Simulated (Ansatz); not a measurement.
# Elastic response of glassy Ca3Al2Si3O12 (100 atoms): runs compared

How stiff is glassy Ca3Al2Si3O12 (100 atoms), and how do its levels respond to strain?

Computed with Ansatz 0.2.0: Kohn-Sham DFT, PBE, PAW (set soft_2), plane waves.

**1. The cell as built**

The cell holds 100 atoms: 10 Al, 15 Ca, 60 O and 15 Si. Cell: a = 10.886 Å, b = 10.886 Å, c = 10.886 Å, α = 90.0°, β = 90.0°, γ = 90.0°. 100 atoms (10 Al, 15 Ca, 60 O, 15 Si) placed at random at 2.84 g/cm³, melted at 4500 K for 20 ps at fixed volume with the Morse and Coulomb pair potential with partial charges (Pedone, Malavasi, Menziani, Cormack and Segre, J. Phys. Chem. B 110, 11780 (2006)). Quenched from 4500 K to 300 K at 20 K/ps and fixed volume, held 20 ps at zero pressure.

Limits known from the start: The quench rate of 20 K/ps far exceeds what a furnace or splat quench reaches, so expect more defects and frozen-in strain than in a real sample. The network of bonds at the start is that of the classical potential that made the cell, and needn't be the one that DFT or experiment would give. The Brillouin zone is sampled at Γ only.

**2. The reference run**

The reference is a single point at the end of the relaxation.

Every strained cell starts from the geometry of this run, and its atoms are relaxed with the cell held.

Its input, with most atom lines left out:

```yaml
crystal:
  lattice:
    - [11.10636, 0.08027, -0.15968]
    - [0.08027, 11.15614, 0.08462]
    - [-0.15968, 0.08462, 10.92811]
  atoms:
    - { symbol: Al, position: [0.86985, 0.03847, 0.05332] }
    - { symbol: Al, position: [0.03153, 0.28998, 0.75056] }
    - { symbol: Al, position: [0.54456, 0.07928, 0.5597] }
    - { symbol: Al, position: [0.92306, 0.70622, 0.20406] }
    - { symbol: Al, position: [0.16563, 0.02883, 0.71565] }
    - { symbol: Al, position: [0.21113, 0.7187, 0.43636] }
    - { symbol: Al, position: [0.62622, 0.70686, 0.84747] }
    [... atom lines 8 to 100 left out ...]
kpoints:
  mp_grid: { grid: [1, 1, 1] }
hamiltonian:
  xc: pbe
scf:
  occupations: { method: fixed }
output:
  forces: true
  stress: true
  populations: intrinsic
  dos:
    method: { smearing: { sigma: 0.15 } }
    de: 0.1
    projected: { site_lists: { Al: [Al], Ca: [Ca], O: [O], Si: [Si] } }
  eigenvalues: true
  write_density: true
  write_potential: true
  volumetric_format: npy
  elf: true
```

| Property | Result |
| --- | --- |
| free energy per atom | -763.5300 eV/atom |
| r.m.s. force component | 0.00438 eV/Å |
| pressure | 0.02117 GPa |

Filled and empty levels are parted by 3.81 eV (at Γ alone); a semilocal functional tends to put such gaps too low. In a disordered cell it changes from sample to sample, and tail or defect levels can set it.

**3. The runs**

Each row is one run, on 4 threads of Arm Neoverse V2, shared host. The free energy is the program's total, comparable only between runs with the same functional, potentials and atoms.

```
                                 run  atoms    outcome  ionic steps, all passes  free energy (eV)     time  host memory (GiB)
           Single point at the start    100  converged                        -        -76343.256     11 s                1.6
              Cell and atoms relaxed    100  converged                       30        -76352.998  5.2 min                1.6
Single point at the relaxed geometry    100  converged                        -        -76352.997     20 s                1.8
                         Volume -3 %    100  converged                        9        -76352.733    2 min                1.7
                         Volume +3 %    100  converged                       10        -76352.795  2.5 min                1.9
                         Volume -6 %    100  converged                        9        -76351.939  2.3 min                1.7
                         Volume +6 %    100  converged                       14        -76352.341  3.6 min                1.9
                        Volume -10 %    100  converged                        9        -76349.889  2.1 min                1.6
            Stretched by 1 % along x    100  converged                        7        -76352.946  1.7 min                1.8
           Compressed by 1 % along x    100  converged                        7        -76352.941  1.7 min                1.8
                Sheared by 2 % in xy    100  converged                        7        -76352.942  1.7 min                1.8
```

In some runs the program notes that the SCF threshold is loose for the stress.

**4. Pressure against volume**

Atoms are relaxed at each volume, in the scaled cell.

```csv
volume change (%),volume (Å³/atom),energy change (meV/atom),pressure (GPa),largest move on relaxing (Å),bonds,gap (eV)
-10,12.182,31.09,7.88,0.60,195,3.98
-6,12.724,10.59,4.36,0.31,194,3.97
-3,13.130,2.65,2.03,0.17,193,3.93
+0,13.536,0.00,0.02,-,190,3.81
+3,13.942,2.02,-1.54,0.27,186,3.70
+6,14.348,6.57,-2.52,0.81,186,3.73
```

**5. Uniaxial strain and shear**

Stress (GPa, compression positive) less that of the relaxed cell, atoms relaxed:

| strain | xx | yy | zz | xy | energy change (meV/atom) |
| --- | --- | --- | --- | --- | --- |
| stretched by 1 % along x | -1.238 | -0.251 | -0.350 | -0.015 | 0.51 |
| compressed by 1 % along x | 1.270 | 0.367 | 0.392 | 0.020 | 0.56 |
| sheared by 2 % in xy | -0.004 | 0.052 | 0.002 | -0.621 | 0.56 |

**6. Findings**

The bulk modulus, from the slope of pressure against ln V over the three points nearest the relaxed volume, is 59.6 GPa; a quadratic over all points gives a pressure derivative of about 6.0. The count of bonds runs from 186 to 195 over the series, so at some points contacts cross the cutoffs. At -10 % and +6 % some atom moved by over 0.5 Å on relaxing, so those points may sit in another local minimum. The gap goes from 3.98 eV at the smallest volume to 3.73 eV at the largest, -1.9 eV per unit of ln V by a straight line, not monotonically (lowest 3.70, highest 3.98 eV), on the run's k-points. In the Cartesian axes of the cell, finite differences give C11 = 125, C12 = 30.9, C13 = 37.1 and C66 = 31.1 GPa (the shear of 2 % is the engineering strain, εxy = 0.01). The mean of C11, C12 and C13, which equals the bulk modulus in a cubic or isotropic solid, is 64.5 GPa: it agrees with the bulk modulus within 10 %. For an isotropic solid C66 would equal (C11 − C12)/2 = 47.2 GPa; so small a sample needn't be isotropic, and C66 rests on one shear. With the bulk modulus and C66 as K and G, Young's modulus would be about 79 GPa and Poisson's ratio 0.28.

**Limits.** Strains are finite and relaxations stop at the force tolerance of the input, which can leave moduli too stiff; they are those of a static cell at zero temperature. Volumes are changed with the cell's shape held, so in an anisotropic solid the modulus lies over the one under free hydrostatic load. The program notes that the SCF threshold of the relaxations is loose for the stress.

The DFT runs together took 23 min of wall time.

[Logs are printed without paths, hosts, clocks, repeated set-up lines and the standing remarks that a program may print on its own settings, such as how far it seeks lower states.]

[Hosts, paths, dates, database ids (printed as entryN), source tags and the programs' standing remarks are cut or masked in the printed files.]
